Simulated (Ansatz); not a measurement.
Planning a run of Ansatz 0.2.0 on NbS2Br2 (layers cut from the bulk crystal). The input:

```yaml
crystal:
  lattice:
    - [6.4419840823, 0.0276208804, 0.0]
    - [-3.2394541208, 5.5619799181, 0.0]
    - [0.0, 0.0, 31.3]
  atoms:
    - { symbol: S, position: [0.0861998227, 0.9480282165, 0.4354564145] }
    - { symbol: Br, position: [0.4929014126, 0.8049066998, 0.4507715861] }
    - { symbol: Br, position: [0.6794988913, 0.3982061507, 0.4507718305] }
    - { symbol: S, position: [0.0862014239, 0.2016782391, 0.4732331204] }
    - { symbol: Nb, position: [0.3400229658, 0.043766406, 0.4999999836] }
    - { symbol: Nb, position: [0.8323774702, 0.789944918, 0.5000000164] }
    - { symbol: S, position: [0.0861990121, 0.6320330849, 0.5267668796] }
    - { symbol: Br, position: [0.4929015447, 0.4355051733, 0.5492281695] }
    - { symbol: Br, position: [0.6794990234, 0.0288046242, 0.5492284139] }
    - { symbol: S, position: [0.0862006133, 0.8856831075, 0.5645435855] }
  periodic: [true, true, false]
kpoints:
  mp_grid: { grid: [3, 3, 1] }
  band_path:
    path:
      - [0, 0, 0]
      - [0.5, 0, 0]
      - [0.3333333333333, 0.3333333333333, 0]
      - [0, 0, 0]
    npoints: 10
hamiltonian:
  xc: pbesol
scf:
  occupations: { method: fermi_dirac, width: 0.02 }
  n_extra_bands: 7
output:
  eigenvalues: true
  forces: true
  stress: true
  write_density: true
  write_potential: true
  elf: true
  volumetric_format: npy
```

```sh
ansatz run input.yaml --threads 4 --pin off --max-ram 17510MiB --backend cpu --events-out ev --progress --plain --runs-dir out
```

Q: Estimate wall time and host memory on 4 threads of Arm Neoverse V2, shared host.

It took 17 s; on shared hardware allow 8.5 s to 34 s. Peak host memory was 1.9 GiB. The sizes that set the cost: 22045 plane waves a state, 4 irreducible k points and 8 SCF cycles.

[Paths, hosts, dates, memory and timing lines, banners, echoed tables and standing remarks are left out of the program output.]

[Logs are printed without paths, hosts, clocks, repeated set-up lines and the standing remarks that a program may print on its own settings, such as how far it seeks lower states.]

[Runs of the session that timed out or met a known fault of the program may be left out.]

[Cells called generated may have been cut or substituted from an entry of the Crystallography Open Database or the Materials Project.]

[Hosts, paths, dates, database ids (printed as entryN), source tags and the programs' standing remarks are cut or masked in the printed files.]
